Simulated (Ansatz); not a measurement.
**Relaxing B-doped (5,5) carbon nanotube bundle (100 atoms)**

How does B-doped (5,5) carbon nanotube bundle (100 atoms) relax, and what do bonds, charges and levels look like afterwards?

Program: Ansatz 0.2.0. Level of theory: Kohn-Sham DFT, PBEsol, PAW (set soft_2), plane waves. Results are calculated unless marked as measured.

## 1. Starting point

The cell holds 100 atoms: 82 C and 18 B. Its edges and angles: a = 10.081 Å, b = 10.081 Å, c = 12.744 Å, α = 90.0°, β = 90.0°, γ = 120.0°. It derives from C (graphene). Graphene sheet (a = 2.46 Å) rolled into a (5,5) tube of diameter 6.78 Å, 5 periods, hexagonal bundle with 3.3 Å between walls, 18 C replaced by B at random; minimised with a classical potential (one cell length free).

## 2. Single point at the start

A single point comes first, to see the forces before anything moves.

File input.yaml:

```yaml
crystal:
  lattice:
    - [10.08135, 0.0, 0.0]
    - [-5.04067, 8.7307, 0.0]
    - [0.0, 0.0, 12.7436]
  atoms:
    - { symbol: C, position: [0.37472, 0.07822, 0.08099] }
    - { symbol: C, position: [0.3913, 0.16059, 0.98581] }
    - { symbol: C, position: [0.36719, 0.29012, 0.98227] }
    - { symbol: C, position: [0.33882, 0.34266, 0.08095] }
    - { symbol: C, position: [0.23298, 0.40012, 0.08595] }
    - { symbol: C, position: [0.16084, 0.40038, 0.18372] }
    - { symbol: C, position: [0.99195, 0.3583, 0.97821] }
    - { symbol: B, position: [0.9079, 0.31718, 0.08249] }
    - { symbol: C, position: [0.75307, 0.16541, 0.08882] }
    - { symbol: C, position: [0.7037, 0.08549, 0.18583] }
    - { symbol: B, position: [0.60697, 0.91709, 0.98267] }
    - { symbol: C, position: [0.61306, 0.84293, 0.08784] }
    - { symbol: C, position: [0.63574, 0.7118, 0.08298] }
    - { symbol: C, position: [0.66077, 0.65598, 0.18283] }
    - { symbol: C, position: [0.7517, 0.58265, 0.18295] }
    - { symbol: B, position: [0.82684, 0.56958, 0.0826] }
    - { symbol: C, position: [0.00253, 0.63985, 0.08653] }
    - { symbol: C, position: [0.07925, 0.69636, 0.18508] }
    - { symbol: C, position: [0.22676, 0.83744, 0.1842] }
    - { symbol: C, position: [0.2875, 0.91311, 0.08394] }
    - { symbol: C, position: [0.37614, 0.08076, 0.28706] }
    - { symbol: B, position: [0.41112, 0.16884, 0.18372] }
    - { symbol: C, position: [0.37974, 0.30406, 0.18092] }
    - { symbol: C, position: [0.34602, 0.35232, 0.27941] }
    - { symbol: C, position: [0.23031, 0.39657, 0.28259] }
    - { symbol: C, position: [0.1613, 0.39781, 0.38106] }
    - { symbol: C, position: [0.00424, 0.3645, 0.18232] }
    - { symbol: B, position: [0.90781, 0.3205, 0.28222] }
    - { symbol: C, position: [0.75771, 0.16454, 0.28372] }
    - { symbol: C, position: [0.70621, 0.08661, 0.38206] }
    - { symbol: C, position: [0.63167, 0.92096, 0.18589] }
    - { symbol: C, position: [0.61835, 0.84361, 0.28432] }
    - { symbol: C, position: [0.63296, 0.70752, 0.28317] }
    - { symbol: C, position: [0.66154, 0.65574, 0.38288] }
    - { symbol: C, position: [0.75977, 0.58938, 0.38633] }
    - { symbol: B, position: [0.82405, 0.56562, 0.28383] }
    - { symbol: C, position: [0.00118, 0.6421, 0.28345] }
    - { symbol: C, position: [0.07833, 0.69706, 0.38232] }
    - { symbol: C, position: [0.22621, 0.8362, 0.38324] }
    - { symbol: C, position: [0.28653, 0.9152, 0.28363] }
    - { symbol: C, position: [0.37691, 0.07881, 0.48095] }
    - { symbol: C, position: [0.39745, 0.15962, 0.38493] }
    - { symbol: B, position: [0.39863, 0.31409, 0.38365] }
    - { symbol: B, position: [0.36525, 0.36278, 0.48055] }
    - { symbol: C, position: [0.23085, 0.39736, 0.47979] }
    - { symbol: C, position: [0.15996, 0.39295, 0.58018] }
    - { symbol: C, position: [0.00524, 0.3641, 0.38151] }
    - { symbol: B, position: [0.91018, 0.31887, 0.48134] }
    - { symbol: C, position: [0.7574, 0.16572, 0.48002] }
    - { symbol: C, position: [0.69962, 0.08651, 0.57738] }
    - { symbol: C, position: [0.63374, 0.92079, 0.38323] }
    - { symbol: C, position: [0.6188, 0.84432, 0.48261] }
    - { symbol: C, position: [0.63469, 0.70925, 0.48306] }
    - { symbol: C, position: [0.669, 0.6616, 0.58302] }
    - { symbol: C, position: [0.76834, 0.59645, 0.57942] }
    - { symbol: C, position: [0.83641, 0.59384, 0.48184] }
    - { symbol: C, position: [0.99738, 0.64684, 0.47999] }
    - { symbol: C, position: [0.07877, 0.69376, 0.57745] }
    - { symbol: C, position: [0.22505, 0.83483, 0.58292] }
    - { symbol: C, position: [0.28627, 0.91363, 0.48351] }
    - { symbol: C, position: [0.37453, 0.07492, 0.68624] }
    - { symbol: B, position: [0.41489, 0.16599, 0.58364] }
    - { symbol: C, position: [0.38885, 0.30403, 0.58704] }
    - { symbol: C, position: [0.34034, 0.3402, 0.68396] }
    - { symbol: C, position: [0.22924, 0.39148, 0.67976] }
    - { symbol: C, position: [0.16546, 0.40276, 0.77912] }
    - { symbol: C, position: [0.00164, 0.35592, 0.58272] }
    - { symbol: C, position: [0.91516, 0.31448, 0.67734] }
    - { symbol: B, position: [0.75036, 0.17687, 0.68023] }
    - { symbol: C, position: [0.70023, 0.0868, 0.7829] }
    - { symbol: C, position: [0.63304, 0.92203, 0.58146] }
    - { symbol: C, position: [0.62262, 0.84811, 0.68075] }
    - { symbol: C, position: [0.64272, 0.71503, 0.68229] }
    - { symbol: C, position: [0.67346, 0.66594, 0.78215] }
    - { symbol: C, position: [0.77098, 0.59851, 0.7856] }
    - { symbol: B, position: [0.83329, 0.57336, 0.68233] }
    - { symbol: B, position: [0.99418, 0.61995, 0.68065] }
    - { symbol: C, position: [0.08434, 0.68604, 0.78285] }
    [... 16 atom lines left out ...]
    - { symbol: C, position: [0.76437, 0.59532, 0.97998] }
    - { symbol: C, position: [0.83288, 0.58777, 0.88363] }
    - { symbol: B, position: [0.99878, 0.62018, 0.88599] }
    - { symbol: C, position: [0.08422, 0.68907, 0.98917] }
    - { symbol: C, position: [0.22929, 0.83099, 0.98469] }
    - { symbol: C, position: [0.28839, 0.90335, 0.88344] }
kpoints:
  mp_grid: { grid: [2, 2, 1] }
hamiltonian:
  xc: pbesol
scf:
  occupations: { method: fermi_dirac, width: 0.05 }
output:
  forces: true
  stress: true
  populations: true
  dos:
    method: { smearing: { sigma: 0.08 } }
    de: 0.1
    projected: { site_lists: { B: [B], C: [C] } }
  eigenvalues: true
```

Launch:

```bash
ansatz run input.yaml --threads 4 --pin off --max-ram 8192MiB --backend cpu --events-out ev --progress --plain --runs-dir out
```

Numbers of over 12 decimals in the logs are rounded to 6 here.

Output:

```text
Engine: ansatz 0.2.0, aarch64-unknown-linux-gnu
Pseudopotentials: kind: paw
Pseudopotential: C, paw, valence charge 4, recommended cutoff 420 eV (normal), C.paw.azcp
Pseudopotential: B, paw, valence charge 3, recommended cutoff 420 eV (normal), B.paw.azcp
[... 3 lines on functional and potentials left out ...]
Crystal: 100 atoms, lattice volume = 1121.657 Å³
Basis set: ecut = 420 eV, 21883 PW (Γ), exchange–correlation on 144×144×180 points (8 copies of the dense FFT grid, shifted against one another)
Bands: 291, of which v1, the nominal top of the filled ones, is band 191 counted from 1 (190 counted from 0)
Symmetry: 1 space group operations
Space group: P1 (ITA 1), of the structure as read, at distance tolerance 1.0e-4 Å
k-points: 4
[... 7 lines on functional and potentials left out ...]
Initial density: superposition of atomic densities (neutral atoms: chi_scale 0, normalization atom), corrected by the library's trained network
Initial wavefunctions: pseudopotential atomic-orbital guess
Functional: x = pbesol(κ = 0.804, μ = 0.123457), c = pbesol(β = 0.046)
SCF iter   1: F=—  HF=-22937.699097 eV  |F-HF|=—  |Δ(HF+E_count)|=         —  Δρ=8.86e-3  dr2=1.13e0  ethr=1.77e-3  ⟨swp⟩=6.0  Hψ=5209  notcnv=0  defer=273
preconditioner: auto → LDOS  [metal: Δε(μ)=0.033 eV  Ē_g=13.412 eV  σ=0.050 eV  W_gap=0.16  n_scr=224 (ndim 8)  ℏωp=21.7 eV  f_vac=0.173  D(μ)=18.59/eV (n_scr^D=96)  β→1.0]
SCF iter   2: F=—  HF=-22937.578411 eV  |F-HF|=—  |Δ(HF+E_count)|=   1.21e-1  Δρ=3.54e-3  dr2=2.41e-1  ethr=2.96e-4  ⟨swp⟩=2.0  Hψ=1861  notcnv=0  defer=332
SCF iter   3: F=—  HF=-22937.536356 eV  |F-HF|=—  |Δ(HF+E_count)|=   4.21e-2  Δρ=1.30e-3  dr2=4.49e-2  ethr=6.31e-5  ⟨swp⟩=2.0  Hψ=1528  notcnv=0  defer=332
SCF iter   4: F=—  HF=-22937.527929 eV  |F-HF|=—  |Δ(HF+E_count)|=   8.43e-3  Δρ=4.51e-4  dr2=5.27e-3  ethr=1.18e-5  ⟨swp⟩=2.0  Hψ=1406  notcnv=0  defer=332
SCF iter   5: F=—  HF=-22937.527299 eV  |F-HF|=—  |Δ(HF+E_count)|=   6.29e-4  Δρ=1.95e-4  dr2=8.84e-4  ethr=1.38e-6  ⟨swp⟩=2.2  Hψ=1551  notcnv=0  defer=332
SCF iter   6: F=—  HF=-22937.527176 eV  |F-HF|=—  |Δ(HF+E_count)|=   1.23e-4  Δρ=7.55e-5  dr2=1.35e-4  ethr=2.31e-7  ⟨swp⟩=2.0  Hψ=1489  notcnv=0  defer=332
SCF iter   7: F=—  HF=-22937.527159 eV  |F-HF|=—  |Δ(HF+E_count)|=   1.70e-5  Δρ=3.11e-5  dr2=2.27e-5  ethr=3.54e-8  ⟨swp⟩=2.0  Hψ=1514  notcnv=0  defer=332
SCF iter   8: F=—  HF=-22937.526643 eV  |F-HF|=—  |Δ(HF+E_count)|=   5.16e-4  Δρ=1.14e-5  dr2=2.79e-6  ethr=5.94e-9  ⟨swp⟩=2.0  Hψ=1679  notcnv=0  defer=332
SCF iter   9: F=—  HF=-22937.526642 eV  |F-HF|=—  |Δ(HF+E_count)|=   3.28e-7  Δρ=4.72e-6  dr2=3.99e-7  ethr=7.31e-10  ⟨swp⟩=2.0  Hψ=1523  notcnv=0  defer=332
SCF iter  10: F=-22937.526642 eV  HF=-22937.526642 eV  |F-HF|=5.26e-8  |Δ(HF+E_count)|=   4.13e-8  Δρ=1.94e-6  dr2=7.03e-8  ethr=2.62e-11  ⟨swp⟩=22.2  Hψ=8139  notcnv=0
SCF 1 converged in 10 iterations: F = -22937.526642 eV  dr2 = 7.03e-8
  greatest PAW one-centre occupation: 0.683 electrons in one spin orbital (limit 2), on the C atom at site 6 (counted from 0), in its partial waves of l = 0
SCF converged after 10 iterations
Free energy (F): -22937.526642 eV
Harris-Foulkes:  -22937.526642 eV  (|F-HF|=5.26e-8)
Internal energy: -22937.363638 eV  (E = F + TS)
E sigma→0 (E₀):  -22937.445140 eV
Entropy (-TS):   -0.163005 eV (-1.630 meV/atom)
Fermi energy:    3.470632 eV
--- Per-component energies (eV) ---
  E_band       = -1432.156336
  E_kinetic    = 8201.617907
  E_local      = -19943.292355  (includes V_loc(G=0)·N_el)
  E_nonlocal   = 2462.382312
  E_hartree    = 6965.101053
  E_xc         = -4438.181130
  E_vxc        = -5482.438269  (∫ρ·V_xc dr)
  E_paw        = -9174.588576  (= ΣΔE_a)
  E_vpaw       = -600.627794  (= ΣTr[D̂ρ^β])
  E_aug_tail   = 0.000532  (compensation charges beyond the density's cutoff)
  E_ewald      = -7012.398418
  E_core_change = 1.995038  (= ΣΔE_core)
  E_smearing   = -0.163005  (= −TS)
  E_closure    = 0.000000  (closes the sum)
  Σ components = -22937.526642   (vs F -22937.526642, Δ=0.00e0)
--- Forces (eV/Å), atoms counted from 1 ---
  atom   1  C      0.04240973    -0.02520734     0.41132277
  atom   2  C     -0.04904779     0.16535753    -0.24554977
  atom   3  C      0.92160269    -0.91332191     0.45672054
  atom   4  C     -1.42690380     0.41857459     1.45306539
  atom   5  C      0.68981883    -0.10358667    -0.23511567
  atom   6  C     -0.28575680    -0.38234427     0.42445256
  atom   7  C     -0.60969334     0.37005811    -1.17739334
  atom   8  B     -0.02979037    -0.47308206     0.82626668
  atom   9  C     -0.52543972     1.18078540    -0.62041375
  atom  10  C      0.25174047    -0.35053748     0.64400572
  atom  11  B      0.44354288    -3.56023074    -0.25002981
  atom  12  C      0.62393838    -1.24937179    -0.39845253
  atom  13  C     -0.86354550     1.14839558     0.97133011
  atom  14  C      1.47167813    -0.31745826    -0.00823474
[...]
atom  99  C     -0.70003771    -0.85811662    -0.11201932
  atom 100  C      0.50559013     0.52073090     0.26421028
  max |Σ_I F_I| component: 1.09e-4 eV/Å
--- Stress (GPa, compression-positive) ---
       -1.416964       1.341601      -0.544192
        1.341600      -2.817772       0.328642
       -0.544192       0.328643      -4.146496
  P = ⅓ Tr σ = -2.7937 GPa (-27.937 kbar)
--- Band table (eV) ---
  k-point 0: bands = ["-14.4006", "-14.0832", "-13.7304", "-13.7063", [... 275 levels ...], "12.6474", "12.7167", "12.8290", "12.8483", "12.9494", "13.0502", "13.0650", "13.1296", "13.1450", "13.1703", "13.2096", "13.2875"]
[...]
--- Löwdin populations: 100 sites ---
  site symbol       q [e]
     0      C      4.0242
     1      C      4.0238
     2      C      3.9310
[...]
99      C      4.0252
  spilling = 0.008421 (of n_electrons = 382.000000)
```

Run time: 70 s. Hardware: 4 threads of Arm Neoverse V2, shared host; peak memory 6 GiB; 4.6 min of CPU time.

In the SCF lines HF is the Harris–Foulkes energy and dr2 the Hartree energy of the density residual, in eV; the loop may stop once dr2 is under the threshold and the program's other checks hold. Hψ counts applications of the Hamiltonian.

Read from the output:

* free energy: -22937.5266 eV
* free energy per atom: -229.3753 eV/atom
* SCF cycles: 10
* pressure: -2.794 GPa
* r.m.s. force component: 1.085 eV/Å
* longest force: 7.837 eV/Å
* Fermi energy: 3.471 eV
* levels partly filled by over 2 per cent: 14
* spilling of the projection: 0.008421

The r.m.s. force component of 1.1 eV/Å and the pressure of -2.8 GPa set the starting point.

Length of the force by element:

```
element  coordination  atoms  mean length of the force (eV/Å)  spread  least  most
      B           all     18                             2.71    2.44  0.606  7.84
      C           all     82                             1.09   0.447  0.210  2.56
```

## 3. Relaxation

The atoms are relaxed in the fixed cell, aiming at the force tolerance of the input.

input.yaml, the sections that differ from step 2:

```yaml
output:
  forces: true
relax:
  f_tol: 0.05
  max_steps: 186
# crystal, kpoints, hamiltonian, scf: as in step 2
```

Output:

```text
[...]
Crystal: 100 atoms, lattice volume = 1121.657 Å³
Basis set: ecut = 420 eV, 21883 PW (Γ), exchange–correlation on 144×144×180 points (8 copies of the dense FFT grid, shifted against one another)
Bands: 291, of which v1, the nominal top of the filled ones, is band 191 counted from 1 (190 counted from 0)
Symmetry: 1 space group operations
[...]
k-points: 4
[...]
SCF iter   1: F=—  HF=-22937.699097 eV  |F-HF|=—  |Δ(HF+E_count)|=         —  Δρ=8.86e-3  dr2=1.13e0  ethr=1.77e-3  ⟨swp⟩=6.0  Hψ=5209  notcnv=0  defer=273
[...]
SCF iter   7: F=-22937.526627 eV  HF=-22937.526646 eV  |F-HF|=1.89e-5  |Δ(HF+E_count)|=   1.57e-5  Δρ=3.17e-5  dr2=2.33e-5  ethr=1.64e-8  ⟨swp⟩=2.0  Hψ=3499  notcnv=0
SCF 1 converged in 7 iterations: F = -22937.526627 eV  dr2 = 2.33e-5
[...]
relax step   1: F+E_penalty+E_count = -22937.52662685 eV  Δ(F+E_penalty+E_count) = +0.000e0 eV  max|allowed force component| = 6.856e0 eV/Å  Δτ_max = 0.0000 Å  (7 SCF iters, dr2 threshold 6.25e-5 eV, accepted)
[...]
relax step   2: F+E_penalty+E_count = -22940.87817238 eV  Δ(F+E_penalty+E_count) = -3.352e0 eV  max|allowed force component| = 2.930e0 eV/Å  Δτ_max = 0.1920 Å  (7 SCF iters, dr2 threshold 1.00e-4 eV, accepted)
[...]
relax step   3: F+E_penalty+E_count = -22942.03677926 eV  Δ(F+E_penalty+E_count) = -1.159e0 eV  max|allowed force component| = 9.603e-1 eV/Å  Δτ_max = 0.1970 Å  (7 SCF iters, dr2 threshold 1.00e-4 eV, accepted)
relax step   4: F+E_penalty+E_count = -22942.61870120 eV  Δ(F+E_penalty+E_count) = -5.819e-1 eV  max|allowed force component| = 8.286e-1 eV/Å  Δτ_max = 0.2000 Å  (7 SCF iters, dr2 threshold 9.91e-5 eV, accepted)
relax step   5: F+E_penalty+E_count = -22943.02804784 eV  Δ(F+E_penalty+E_count) = -4.093e-1 eV  max|allowed force component| = 1.584e0 eV/Å  Δτ_max = 0.1917 Å  (7 SCF iters, dr2 threshold 7.38e-5 eV, accepted)
relax step   6: F+E_penalty+E_count = -22943.34230510 eV  Δ(F+E_penalty+E_count) = -3.143e-1 eV  max|allowed force component| = 8.836e-1 eV/Å  Δτ_max = 0.1042 Å  (6 SCF iters, dr2 threshold 1.00e-4 eV, accepted)
relax step   7: F+E_penalty+E_count = -22943.57266571 eV  Δ(F+E_penalty+E_count) = -2.304e-1 eV  max|allowed force component| = 5.115e-1 eV/Å  Δτ_max = 0.2000 Å  (7 SCF iters, dr2 threshold 1.00e-4 eV, accepted)
relax step   8: F+E_penalty+E_count = -22943.67203364 eV  Δ(F+E_penalty+E_count) = -9.937e-2 eV  max|allowed force component| = 3.591e-1 eV/Å  Δτ_max = 0.0424 Å  (6 SCF iters, dr2 threshold 8.14e-5 eV, accepted)
relax step   9: F+E_penalty+E_count = -22943.61832295 eV  Δ(F+E_penalty+E_count) = +5.371e-2 eV  max|allowed force component| = 6.112e-1 eV/Å  Δτ_max = 0.2000 Å  (7 SCF iters, dr2 threshold 4.32e-5 eV, rejected (line search))
relax step  10: F+E_penalty+E_count = -22943.74991671 eV  Δ(F+E_penalty+E_count) = -7.788e-2 eV  max|allowed force component| = 2.979e-1 eV/Å  Δτ_max = 0.0969 Å  (11 SCF iters, accepted)
relax step  11: F+E_penalty+E_count = -22943.79612632 eV  Δ(F+E_penalty+E_count) = -4.621e-2 eV  max|allowed force component| = 4.511e-1 eV/Å  Δτ_max = 0.0963 Å  (6 SCF iters, dr2 threshold 4.37e-5 eV, accepted)
relax step  12: F+E_penalty+E_count = -22943.79790676 eV  Δ(F+E_penalty+E_count) = -1.780e-3 eV  max|allowed force component| = 6.768e-1 eV/Å  Δτ_max = 0.1457 Å  (6 SCF iters, dr2 threshold 1.00e-4 eV, accepted)
relax step  13: F+E_penalty+E_count = -22943.86834542 eV  Δ(F+E_penalty+E_count) = -7.044e-2 eV  max|allowed force component| = 1.702e-1 eV/Å  Δτ_max = 0.0696 Å  (6 SCF iters, dr2 threshold 1.00e-4 eV, accepted)
relax step  14: F+E_penalty+E_count = -22943.28378571 eV  Δ(F+E_penalty+E_count) = +5.846e-1 eV  max|allowed force component| = 9.564e-1 eV/Å  Δτ_max = 0.1833 Å  (11 SCF iters, rejected (line search))
relax step  15: F+E_penalty+E_count = -22943.88267205 eV  Δ(F+E_penalty+E_count) = -1.433e-2 eV  max|allowed force component| = 1.960e-1 eV/Å  Δτ_max = 0.0274 Å  (10 SCF iters, accepted)
relax step  16: F+E_penalty+E_count = -22943.88552073 eV  Δ(F+E_penalty+E_count) = -2.849e-3 eV  max|allowed force component| = 2.387e-1 eV/Å  Δτ_max = 0.0168 Å  (9 SCF iters, accepted)
relax step  17: F+E_penalty+E_count = -22943.88939215 eV  Δ(F+E_penalty+E_count) = -3.871e-3 eV  max|allowed force component| = 5.343e-2 eV/Å  Δτ_max = 0.0076 Å  (4 SCF iters, dr2 threshold 5.70e-5 eV, accepted)
[...]
relax step  18: F+E_penalty+E_count = -22943.89001251 eV  Δ(F+E_penalty+E_count) = -6.204e-4 eV  max|allowed force component| = 2.259e-2 eV/Å  Δτ_max = 0.0031 Å  (7 SCF iters, accepted)
SCF converged after 7 iterations
Free energy (F): -22943.890013 eV
[...]
Internal energy: -22943.799030 eV  (E = F + TS)
E sigma→0 (E₀):  -22943.844521 eV
Entropy (-TS):   -0.090982 eV (-0.910 meV/atom)
Fermi energy:    3.604670 eV
[...]
--- Forces (eV/Å), atoms counted from 1 ---
  atom   1  C     -0.00003477     0.00105211     0.00029284
  atom   2  C     -0.00117073     0.00226435    -0.00358277
  atom   3  C      0.00567802    -0.00427453     0.00141142
  atom   4  C      0.00028820    -0.00245267     0.00400608
  atom   5  C     -0.00024177    -0.00087023     0.01462204
  atom   6  C      0.00790343    -0.00106496    -0.00753276
  atom   7  C     -0.00065375     0.00492996     0.00731464
  atom   8  B     -0.00024897    -0.00378595    -0.00822571
  atom   9  C      0.00071363    -0.00166484    -0.00412576
  atom  10  C     -0.00008324     0.00063905     0.00418819
  atom  11  B      0.00000142     0.00003124    -0.00103721
  atom  12  C      0.00165850    -0.00340959    -0.00224965
  atom  13  C      0.00136439    -0.00233188     0.00405656
  atom  14  C      0.00198673    -0.00072659    -0.00544267
[...]
atom  99  C      0.00043741    -0.00482088    -0.00496241
  atom 100  C      0.00334530    -0.00676714    -0.00287872
  max |Σ_I F_I| component: 1.60e-4 eV/Å
--- Relaxed structure (18 steps of the walk, 16 accepted, 0 SCFs on fresh bases) ---
  F+E_penalty+E_count = -22943.89001251 eV   max|allowed force component| = 2.259e-2 eV/Å
  atoms:
    - { symbol: C, position: [0.324100, 0.026902, 0.079317] }
    - { symbol: C, position: [0.342695, 0.109673, 0.984427] }
    - { symbol: C, position: [0.329020, 0.241834, 0.981805] }
    - { symbol: C, position: [0.308373, 0.303285, 0.080464] }
[...]
- { symbol: C, position: [0.252618, 0.853717, 0.884218] }
```

Wall time 7.9 min (4 threads); peak memory 6.1 GiB.

Step by step:

```
step  energy less that of the first step (eV)  largest force component (eV/Å)
   1                                   0.0000                          6.8559
   2                                  -3.3515                          2.9295
   3                                  -4.5102                          0.9603
   4                                  -5.0921                          0.8286
   5                                  -5.5014                          1.5843
   6                                  -5.8157                          0.8836
   7                                  -6.0460                          0.5115
   8                                  -6.1454                          0.3591
   9                                  -6.0917                          0.6112
  10                                  -6.2233                          0.2979
  11                                  -6.2695                          0.4511
  12                                  -6.2713                          0.6768
  13                                  -6.3417                          0.1702
  14                                  -5.7572                          0.9564
  15                                  -6.3560                          0.1960
  16                                  -6.3589                          0.2387
  17                                  -6.3628                          0.0534
  18                                  -6.3634                          0.0226
```

Relaxation steps 9, 14 were tried and not accepted.

The atoms that moved most (Å):

```
atom      dx      dy      dz  length
 B87   0.020   0.701  -0.026   0.702
  C7  -0.103   0.692  -0.043   0.701
 C57   0.070  -0.629   0.005   0.633
 C98   0.137  -0.590   0.008   0.605
  B8  -0.123   0.587   0.069   0.603
 B77   0.234  -0.544  -0.020   0.592
 C88  -0.149   0.568  -0.032   0.588
 B48  -0.077   0.569  -0.006   0.574
```

The relaxation changed the energy by -63.6 meV/atom, and atoms moved by 0.41 Å r.m.s., 0.70 Å at most.

(Continued in part 2 of 2.)

[Logs are printed without paths, hosts, clocks, repeated set-up lines and the standing remarks that a program may print on its own settings, such as how far it seeks lower states.]

[Hosts, paths, dates, database ids (printed as entryN), source tags and the programs' standing remarks are cut or masked in the printed files.]
